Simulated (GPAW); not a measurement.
# How the form of the self-energy moves the gap of SrAlGeH (P3m1)

How much does the gap of SrAlGeH (P3m1) depend on the approximation to the self-energy?

Method: LDA and many-body steps on it, plane waves, in GPAW 26.7.0.

### 1. The starting structure

The structure is trigonal, space group P3m1 (No. 156). Conventional cell: a = 4.266 Å, b = 4.266 Å, c = 4.967 Å, α = 90.00°, β = 90.00°, γ = 120.00°. Nearest to Sr lie 3 H at 2.51 Å. Al has 1 H at 1.75 Å and 3 Ge at 2.52 Å nearest. Nearest to Ge lie 3 Al at 2.52 Å. Nearest to H lie 1 Al at 1.75 Å and 3 Sr at 2.51 Å. Farther neighbours are not listed.

Structure file:

```
Sr Al Ge H
1.0
     4.26579    0.00000    0.00000
    -2.13290    3.69428    0.00000
     0.00000    0.00000    4.96727
Sr Al Ge H
1 1 1 1
Direct
  0.33333 0.66667 0.00460
  0.00000 0.00000 0.45805
  0.66667 0.33333 0.56130
  0.00000 0.00000 0.10525
```

The cell and positions are those that the Materials Project relaxed with its own functionals (PBE, PBE+U or r2SCAN), kept fixed.

### 2. Empty states on the mesh, 3×3×2 mesh, 273 bands

This step: GPAW 26.7.0; DFT, LDA, plane waves, PAW.

The sums over transitions need many empty states on a uniform mesh; this step solves for them.

run.py

```python
import json
import numpy as np
from gpaw.mpi import world
from gpaw import GPAW

calc = GPAW('gs.gpw').fixed_density(kpts={'size': (3, 3, 2), 'gamma': True},
    parallel={'domain': 1, 'band': 1},
    txt='nscf.txt')
calc.diagonalize_full_hamiltonian(nbands=273)
calc.write('full.gpw', mode='all')
res = {}
kpts = calc.get_ibz_k_points()
res['kpts'] = kpts
res['eigenvalues'] = [calc.get_eigenvalues(kpt=k) for k in range(len(kpts))]
res['n_electrons'] = calc.get_number_of_electrons()

if world.rank == 0:
    with open('result.json', 'w') as f:
        json.dump(res, f, default=lambda x: x.tolist())
```

On the command line:

```
$ mpirun -n 4 gpaw python run.py
```

Numbers of over 12 decimals in the logs are rounded to 6 here.

Output:

```text
Diagonalizing LCAO Hamiltonian
Converting LCAO to pw mode
convergence criteria:
- Maximum integral of absolute [eigenst]ate change: 4e-08 eV^2 / valence electron
maximum number of iterations: 100

SCF iterations
|iter     |     time |      energy | eigst |  dens |
|iter:   1|  |             | +1.05 |       |
|iter:   2|  |             | +0.18 |       |
|iter:   3|  |             | -0.30 |       |
[...]
|iter:  26|  |             | -7.13 |       |
|iter:  27|  |             | -7.38 |       |
|iter:  28|  |             | -7.55c|       |
SCF steps: 28
  __  _  _
 | _ |_)|_||  |
 |__||  | ||/\| - 26.7.0

Input parameters:
  mode=PW(ecut=600.0),
  convergence={'density': 1e-06, 'bands': -3},
  gpts=array([25, 25, 30]),
  kpts=MonkhorstPack(size=(3, 3, 2), gamma=True),
  maxiter=100,
  nbands=17,
  occupations=Occupations(name='fermi-dirac', width=0.001, fixmagmom=False),
  parallel={'domain': 1, 'band': 1},
  xc=XC(name='LDA')
Matrix size: 2653x2653
# Writing to full.gpw (mode='all')
  [... matrices ...]

timing:  # [seconds]
  Total: 49.167  # ━━━━━━━━━━━━━━━━━━━━━━━━━━━━━━━━━━━━━━━━━━━━━━━━━━━━━━━━━━
```

The job ended after 58 s (4 MPI ranks of Arm Neoverse V1, shared host; peak memory 2.4 GiB; 3.5 min of CPU time).

Numbers from this step:

| Quantity | Value |
| --- | --- |
| gap | 1.011 eV |
| k of the valence top | 0, 0, 0.5 |
| k of the conduction bottom | 0.3333, 0, 0 |
| least direct gap | 1.360 eV |
| k points computed | 6 |
| lowest point of the top converged band, above the valence top | 116.5699 eV |

On this mesh the gap is 1.011 eV.

### 3. G0W0, Godby-Needs plasmon pole

Now the one-shot GW correction: screening in the RPA, then the self-energy of the levels asked for.

This step: G0W0 on LDA, plane waves, PAW.

run.py

```python
import json
import numpy as np
from gpaw.mpi import world
from gpaw.response.g0w0 import G0W0

gw = G0W0('full.gpw',
    filename='gw',
    kpts=[0, 1, 2],
    bands=(7, 11),
    ecut=78,
    nbands=122,
    integrate_gamma='WS',
    ppa=True)
gw.calculate()
res = {mode: {k: v for k, v in r.items() if k != 'sigma_eskwn'}
       for mode, r in gw.all_results.items()}

if world.rank == 0:
    with open('result.json', 'w') as f:
        json.dump(res, f, default=lambda x: x.tolist())
```

On the command line:

```
$ mpirun -n 4 gpaw python run.py
```

Output:

```text
Using integrator: PointIntegrator
FrequencyGridDescriptor(from 0.000+0.000j to 0.000+27.211j eV, 2 points)
Nonperiodic BCs:  [False False False]
Using integrator: PointIntegrator
FrequencyGridDescriptor(from 0.000+0.000j to 0.000+27.211j eV, 2 points)
Nonperiodic BCs:  [False False False]
  ___  _ _ _
 |   || | | |
 | | || | | |
 |__ ||_____|
 |___|

BZ k-points: Symmetries present (total): 6

  [... matrices ...]
18 k-points: 3 x 3 x 2 Monkhorst-Pack grid + [0.000000,0.000000,1/4]
6 k-points in the irreducible part of the Brillouin zone
       k-points in crystal coordinates                weights
   0:     0.00000000    0.00000000    0.00000000          1/18
   1:     0.00000000    0.00000000    0.50000000          1/18
   2:     0.33333333    0.00000000    0.00000000          6/18
   3:     0.33333333    0.00000000    0.50000000          6/18
   4:     0.33333333    0.33333333    0.00000000          2/18
   5:     0.33333333    0.33333333    0.50000000          2/18

Distributing spins, k-points and bands (1 x 3 x 4) over 4 processes
Number of blocks: 1

Quasi particle states:
k-points (IBZ indices): [0, 1, 2]
Band range: (7, 11)
  [... matrices ...]
Computational parameters:
Plane wave cut-off: 78 eV
Number of bands: 122
Coulomb cutoff: None
Broadening: 0.1 eV

fxc modes: GW
Kernel: RPA
Using Godby-Needs plasmon-pole approximation:
  Fitting energy: i*E0, E0 = 1.000 Hartree
Summing all q:

Calculating screened Coulomb potential
No Coulomb truncation
FrequencyGridDescriptor(from 0.000+0.000j to 0.000+27.211j eV, 2 points)
Removing empty qpoint cache files...

Calculating chi0 body with:
    Ground state adapter containing:
    Number of spins: 1
    Number of kpoints: 18
    Number of irreducible kpoints: 6
    Number of completely occupied states: 9
    Number of partially occupied states: 9
    Occupied states memory: 2.574921 M / cpu

    Linear response parametrization:
    q_c: [0.0, 0.0, 0.0]
    Number of frequency points: 2
    Planewave cutoff: 78.0
    Number of bands: 122
    Number of planewaves: 121
    Broadening (eta): 1e-06
    comm.size: 4
    kncomm.size: 4
    blockcomm.size: 1

    Memory estimate of potentially large arrays:
        chi0_wGG: 0.446808 M / cpu
Integrating chi0 body.

Symmetries of q_c:
    Direct symmetries (Uq -> q): 6
    Indirect symmetries (TUq -> q): 6
In total 12 allowed symmetries.

  [... matrices ...]
6 groups of equivalent kpoints. 66.666667% reduction.

Integral kind: response function
Integrating chi0 head and wings.

Symmetries of q_c:
    Direct symmetries (Uq -> q): 6
    Indirect symmetries (TUq -> q): 6
In total 12 allowed symmetries.

  [... matrices ...]
6 groups of equivalent kpoints. 66.666667% reduction.

Integral kind: response function wings

Calculating chi0 body with:
    Ground state adapter containing:
    Number of spins: 1
    Number of kpoints: 18
    Number of irreducible kpoints: 6
    Number of completely occupied states: 9
    Number of partially occupied states: 9
    Occupied states memory: 2.574921 M / cpu

[... the further q-points ...]

Results:
f:      Occupation numbers
eps:     KS-eigenvalues [eV]
vxc:     KS vxc [eV]
exx:     Exact exchange [eV]
sigma:   Self-energies [eV]
dsigma:  Self-energy derivatives
Z:       Renormalization factors
qp:      QP-energies [eV]

k-point 0 (0): (0.000, 0.000, 0.000)                GW
band       f     eps     vxc     exx   sigma  dsigma       Z      qp
                                                                   GW
   7   1.000   4.710 -12.355 -13.599   1.089  -0.286   0.777   4.590
   8   1.000   4.710 -12.355 -13.599   1.089  -0.286   0.777   4.589
   9   0.000   6.538 -12.143  -7.671  -3.827  -0.279   0.782   7.041
  10   0.000   8.419 -11.311  -6.574  -4.205  -0.284   0.779   8.832

k-point 1 (1): (0.000, 0.000, 0.500)                GW
band       f     eps     vxc     exx   sigma  dsigma       Z      qp
                                                                   GW
   7   1.000   5.119 -12.798 -14.069   1.103  -0.285   0.778   4.989
   8   1.000   5.294 -11.680 -12.768   0.857  -0.284   0.779   5.114
[...]
k-point 2 (2): (0.333, 0.000, 0.000)                GW
band       f     eps     vxc     exx   sigma  dsigma       Z      qp
                                                                   GW
[...]
8   1.000   4.393 -11.160 -12.214   0.917  -0.289   0.776   4.286
   9   0.000   6.305 -10.843  -6.656  -3.757  -0.274   0.785   6.643
  10   0.000   7.534 -11.013  -6.564  -3.947  -0.268   0.789   7.930
```

It took 21 s on 4 MPI ranks; peak memory 1.3 GiB; 75 s of CPU time.

Numbers from this step:

- G0W0 gap on the points computed: 1.528 eV
- least direct G0W0 gap on the computed points: 2.195 eV
- Z at the valence top: 0.7787
- Z at the conduction bottom: 0.7851
- starting gap on the mesh: 1.011 eV
- k of the valence top: 0, 0, 0.5
- k of the conduction bottom: 0.3333, 0, 0

The gap on the mesh goes from 1.01 eV to 1.53 eV, a correction of +0.52 eV.

### 4. One-shot HSE06

This step: one-shot HSE06 levels on LDA orbitals, plane waves, PAW.

run.py

```python
import json
import numpy as np
from gpaw.mpi import world
from gpaw.hybrids.eigenvalues import non_self_consistent_eigenvalues

dft, vxc, vxc_hyb = non_self_consistent_eigenvalues('full.gpw', 'HSE06', 7, 11, kpt_indices=[0, 1, 2])
res = {'dft': dft[0], 'hybrid': (dft - vxc + vxc_hyb)[0]}
if world.rank == 0:
    with open('hybrid.txt', 'w') as f:
        for k, e0, e1 in zip([0, 1, 2], res['dft'], res['hybrid']):
            print(k, ' '.join(f'{x:9.4f}' for x in e0), '|', ' '.join(f'{x:9.4f}' for x in e1), file=f)

if world.rank == 0:
    with open('result.json', 'w') as f:
        json.dump(res, f, default=lambda x: x.tolist())
```

On the command line:

```
$ mpirun -n 4 gpaw python run.py
```

Output:

```text
IBZ(<points: 6, symmetries: 6>)
Occupied bands: 9
Transforming wave functions from IBZ to BZ: 0.030 seconds
Distributing wave functions and iFFT-ing to real space: 0.104 seconds
Calculating eigenvalues:
  k-points: 3
  Bands: 7-10 (inclusive)
  Seconds: 0.430 (wave-function broadcasting: 0.024 seconds)
HSE06-eigenvalue shifts:
  min: -0.201 eV
  ave: 0.278 eV
  max: 0.739 eV
```

Run time: 4.8 s. Hardware: 4 MPI ranks; peak memory 0.69 GiB.

This step gave:

- starting gap on the mesh: 1.011 eV
- hybrid gap on the mesh: 1.729 eV
- least direct hybrid gap on the computed points: 2.238 eV

### 5. G0W0, extrapolated in the cutoff

This step: G0W0 on LDA, plane waves, PAW.

run.py

```python
import json
import numpy as np
from gpaw.mpi import world
from gpaw.response.g0w0 import G0W0

gw = G0W0('full.gpw',
    filename='gw',
    kpts=[0, 1, 2],
    bands=(7, 11),
    ecut=130.0,
    integrate_gamma='WS',
    ppa=True,
    ecut_extrapolation=True)
gw.calculate()
res = {mode: {k: v for k, v in r.items() if k != 'sigma_eskwn'}
       for mode, r in gw.all_results.items()}

if world.rank == 0:
    with open('result.json', 'w') as f:
        json.dump(res, f, default=lambda x: x.tolist())
```

On the command line:

```
$ mpirun -n 4 gpaw python run.py
```

Output:

```text
Using integrator: PointIntegrator
FrequencyGridDescriptor(from 0.000+0.000j to 0.000+27.211j eV, 2 points)
Nonperiodic BCs:  [False False False]
Using integrator: PointIntegrator
FrequencyGridDescriptor(from 0.000+0.000j to 0.000+27.211j eV, 2 points)
Nonperiodic BCs:  [False False False]
  ___  _ _ _
 |   || | | |
 | | || | | |
 |__ ||_____|
 |___|

BZ k-points: Symmetries present (total): 6

  [... matrices ...]
18 k-points: 3 x 3 x 2 Monkhorst-Pack grid + [0.000000,0.000000,1/4]
6 k-points in the irreducible part of the Brillouin zone
       k-points in crystal coordinates                weights
   0:     0.00000000    0.00000000    0.00000000          1/18
   1:     0.00000000    0.00000000    0.50000000          1/18
   2:     0.33333333    0.00000000    0.00000000          6/18
   3:     0.33333333    0.00000000    0.50000000          6/18
   4:     0.33333333    0.33333333    0.00000000          2/18
   5:     0.33333333    0.33333333    0.50000000          2/18

Distributing spins, k-points and bands (1 x 3 x 4) over 4 processes
Number of blocks: 1

Quasi particle states:
k-points (IBZ indices): [0, 1, 2]
Band range: (7, 11)
  [... matrices ...]
Computational parameters:
Extrapolating to infinite plane wave cut-off using points at:
  112.031 eV
  120.183 eV
  130.000 eV
Number of bands: 263
Coulomb cutoff: None
Broadening: 0.1 eV

fxc modes: GW
Kernel: RPA
Using Godby-Needs plasmon-pole approximation:
  Fitting energy: i*E0, E0 = 1.000 Hartree
Summing all q:

Calculating screened Coulomb potential
No Coulomb truncation
FrequencyGridDescriptor(from 0.000+0.000j to 0.000+27.211j eV, 2 points)
Removing empty qpoint cache files...

Calculating chi0 body with:
    Ground state adapter containing:
    Number of spins: 1
    Number of kpoints: 18
[...]
Indirect symmetries (TUq -> q): 6
In total 12 allowed symmetries.

  [... matrices ...]
6 groups of equivalent kpoints. 66.666667% reduction.

Integral kind: response function
Integrating chi0 head and wings.

Symmetries of q_c:
    Direct symmetries (Uq -> q): 6
    Indirect symmetries (TUq -> q): 6
In total 12 allowed symmetries.

  [... matrices ...]
6 groups of equivalent kpoints. 66.666667% reduction.

Integral kind: response function wings

Calculating chi0 body with:
    Ground state adapter containing:
    Number of spins: 1
    Number of kpoints: 18
    Number of irreducible kpoints: 6
    Number of completely occupied states: 9
    Number of partially occupied states: 9
    Occupied states memory: 2.574921 M / cpu

[... the further q-points ...]
Extrapolating selfenergy to infinite energy cutoff:
  Performing linear fit to 3 points
  Minimum R^2 = 0.9920. (R^2 Should be close to 1)
  [... matrices ...]
Results:
f:      Occupation numbers
eps:     KS-eigenvalues [eV]
vxc:     KS vxc [eV]
exx:     Exact exchange [eV]
sigma:   Self-energies [eV]
dsigma:  Self-energy derivatives
Z:       Renormalization factors
qp:      QP-energies [eV]

k-point 0 (0): (0.000, 0.000, 0.000)                GW
band       f     eps     vxc     exx   sigma  dsigma       Z      qp
                                                                   GW
   7   1.000   4.710 -12.355 -13.599   0.744  -0.290   0.775   4.322
   8   1.000   4.710 -12.355 -13.599   0.744  -0.290   0.775   4.322
   9   0.000   6.538 -12.143  -7.671  -4.076  -0.282   0.780   6.846
[...]
k-point 1 (1): (0.000, 0.000, 0.500)                GW
band       f     eps     vxc     exx   sigma  dsigma       Z      qp
                                                                   GW
[...]
k-point 2 (2): (0.333, 0.000, 0.000)                GW
band       f     eps     vxc     exx   sigma  dsigma       Z      qp
                                                                   GW
[...]
9   0.000   6.305 -10.843  -6.656  -3.982  -0.276   0.784   6.465
  10   0.000   7.534 -11.013  -6.564  -4.183  -0.270   0.788   7.743
```

The job ended after 1.8 min (4 MPI ranks; peak memory 1.6 GiB; 7 min of CPU time).

This step gave:

```
quasiparticle gap on the points computed              : 1.662 eV
least direct quasiparticle gap on the computed points : 2.277 eV
Z at the valence top                                  : 0.7758
Z at the conduction bottom                            : 0.7837
starting gap on the mesh                              : 1.011 eV
k of the valence top                                  : 0, 0, 0.5
k of the conduction bottom                            : 0.3333, 0, 0
gaps at the cutoffs of the extrapolation              : 1.579, 1.589, 1.596 eV
```

Against G0W0 in GPAW (3×3×2 mesh, 122 bands, screening to 78 eV, Godby-Needs plasmon pole), the gap moves by +0.134 eV.

### 6. One-shot Hartree-Fock

This step: one-shot Hartree-Fock levels on LDA orbitals, plane waves, PAW.

run.py

```python
import json
import numpy as np
from gpaw.mpi import world
from gpaw.hybrids.eigenvalues import non_self_consistent_eigenvalues

dft, vxc, vxc_hyb = non_self_consistent_eigenvalues('full.gpw', 'EXX', 7, 11, kpt_indices=[0, 1, 2])
res = {'dft': dft[0], 'hybrid': (dft - vxc + vxc_hyb)[0]}
if world.rank == 0:
    with open('hybrid.txt', 'w') as f:
        for k, e0, e1 in zip([0, 1, 2], res['dft'], res['hybrid']):
            print(k, ' '.join(f'{x:9.4f}' for x in e0), '|', ' '.join(f'{x:9.4f}' for x in e1), file=f)

if world.rank == 0:
    with open('result.json', 'w') as f:
        json.dump(res, f, default=lambda x: x.tolist())
```

On the command line:

```
$ mpirun -n 4 gpaw python run.py
```

Output:

```text
IBZ(<points: 6, symmetries: 6>)
Occupied bands: 9
Transforming wave functions from IBZ to BZ: 0.014 seconds
Distributing wave functions and iFFT-ing to real space: 0.088 seconds
Calculating eigenvalues:
  k-points: 3
  Bands: 7-10 (inclusive)
  Seconds: 0.644 (wave-function broadcasting: 0.023 seconds)
HSE06-eigenvalue shifts:
  min: -1.685 eV
  ave: 1.627 eV
  max: 4.736 eV
```

The job ended after 3.8 s (4 MPI ranks; peak memory 0.41 GiB; 12 s of CPU time).

Numbers from this step:

- starting gap on the mesh: 1.011 eV
- hybrid gap on the mesh: 6.285 eV
- least direct hybrid gap on the computed points: 7.120 eV

### 7. G0W0, full frequency, Hilbert transform

This step: G0W0 on LDA, plane waves, PAW.

run.py

```python
import json
import numpy as np
from gpaw.mpi import world
from gpaw.response.g0w0 import G0W0

gw = G0W0('full.gpw',
    filename='gw',
    kpts=[0, 1, 2],
    bands=(7, 11),
    ecut=78,
    nbands=122,
    integrate_gamma='WS',
    frequencies={'type': 'nonlinear', 'domega0': 0.1, 'omega2': 15.0},
    eta=0.1,
    nblocksmax=True)
gw.calculate()
res = {mode: {k: v for k, v in r.items() if k != 'sigma_eskwn'}
       for mode, r in gw.all_results.items()}

if world.rank == 0:
    with open('result.json', 'w') as f:
        json.dump(res, f, default=lambda x: x.tolist())
```

On the command line:

```
$ mpirun -n 4 gpaw python run.py
```

Output:

```text
Using integrator: PointIntegrator
NonLinearFrequencyDescriptor(from 0.000 to 103.101 eV, 269 points)
Nonperiodic BCs:  [False False False]
Using integrator: PointIntegrator
NonLinearFrequencyDescriptor(from 0.000 to 103.101 eV, 269 points)
Nonperiodic BCs:  [False False False]
  ___  _ _ _
 |   || | | |
 | | || | | |
 |__ ||_____|
 |___|

BZ k-points: Symmetries present (total): 6

  [... matrices ...]
18 k-points: 3 x 3 x 2 Monkhorst-Pack grid + [0.000000,0.000000,1/4]
6 k-points in the irreducible part of the Brillouin zone
[...]
9   0.000   6.538 -12.143  -7.671  -3.726  -0.330   0.752   7.098
[...]
k-point 1 (1): (0.000, 0.000, 0.500)                GW
band       f     eps     vxc     exx   sigma  dsigma       Z      qp
                                                                   GW
[...]
k-point 2 (2): (0.333, 0.000, 0.000)                GW
band       f     eps     vxc     exx   sigma  dsigma       Z      qp
                                                                   GW
[...]
9   0.000   6.305 -10.843  -6.656  -3.663  -0.321   0.757   6.701
  10   0.000   7.534 -11.013  -6.564  -3.860  -0.323   0.756   7.979
```

It took 69 s on 4 MPI ranks; peak memory 1.5 GiB.

This step gave:

```
G0W0 gap on the points computed              : 1.537 eV
least direct G0W0 gap on the computed points : 2.201 eV
starting gap on the mesh                     : 1.011 eV
k of the valence top                         : 0, 0, 0.5
k of the conduction bottom                   : 0.3333, 0, 0
```

Against G0W0 in GPAW (3×3×2 mesh, 122 bands, screening to 78 eV, Godby-Needs plasmon pole), the gap moves by +0.008 eV.

### 8. The runs together

Times are wall times on 4 MPI ranks of Arm Neoverse V1, shared host, good to a factor of about two.

| run | mesh | bands | screening cutoff (eV) | DFT gap (eV) | gap on the mesh (eV) | direct (eV) | time |
| --- | --- | --- | --- | --- | --- | --- | --- |
| G0W0, Godby-Needs plasmon pole | 3×3×2 | 122 | 78 | 1.011 | 1.528 | 2.195 | 21 s |
| one-shot HSE06 | 3×3×2 | - | - | 1.011 | 1.729 | 2.238 | 4.8 s |
| G0W0, extrapolated in the cutoff | 3×3×2 | - | 130 | 1.011 | 1.662 | 2.277 | 1.8 min |
| one-shot Hartree-Fock | 3×3×2 | - | - | 1.011 | 6.285 | 7.120 | 3.8 s |
| G0W0, full frequency, Hilbert transform | 3×3×2 | 122 | 78 | 1.011 | 1.537 | 2.201 | 69 s |

### 9. Outcome

```json
{"G0W0, Godby-Needs plasmon pole": "1.528 eV", "one-shot HSE06": "1.729 eV", "G0W0, extrapolated in the cutoff": "1.662 eV", "one-shot Hartree-Fock": "6.285 eV", "G0W0, full frequency, Hilbert transform": "1.537 eV", "known limits": "not at the basis limit; no spin-orbit coupling; coarse k mesh"}
```

In words: One-shot HSE06: +0.201 eV against G0W0, Godby-Needs plasmon pole. G0W0, extrapolated in the cutoff: +0.134 eV against G0W0, Godby-Needs plasmon pole, at other bands or cutoff, so not like for like. One-shot Hartree-Fock: +4.757 eV against G0W0, Godby-Needs plasmon pole. G0W0, full frequency, Hilbert transform: +0.008 eV against G0W0, Godby-Needs plasmon pole. Bare exchange alone opens the gap to 6.29 eV; against G0W0, correlation takes back 4.76 eV. One-shot hybrid levels are evaluated on the LDA orbitals. Bands and cutoff are finite, so the gap is not at the basis limit. The miss can reach some tenths of an eV and take either sign; the mesh is an error of its own. These stock PAW sets were not made for GW; the filled d or f shell of Ge lies in the frozen core, which bears on start and correction. In the G0W0 runs levels were corrected at 3 k points alone, so a gap called «on the mesh» is the least over those, and an edge elsewhere would be missed. A denser mesh or path gives a starting gap of 0.63 eV: the GW mesh misses a band edge, so its gaps are not the fundamental one. The 3×3×2 mesh is coarse for this cell, which bears on the long-range parts of exchange and screening. The many-body steps are scalar-relativistic: spin-orbit coupling is not in them.

[Paths, hosts, dates, memory and timing lines, banners, echoed tables and standing remarks are left out of the program output.]

[Logs are printed without paths, hosts, clocks, repeated set-up lines and the standing remarks that a program may print on its own settings, such as how far it seeks lower states.]

[Runs of the session that timed out or met a known fault of the program may be left out.]

[Hosts, paths, dates, database ids (printed as entryN), source tags and the programs' standing remarks are cut or masked in the printed files.]
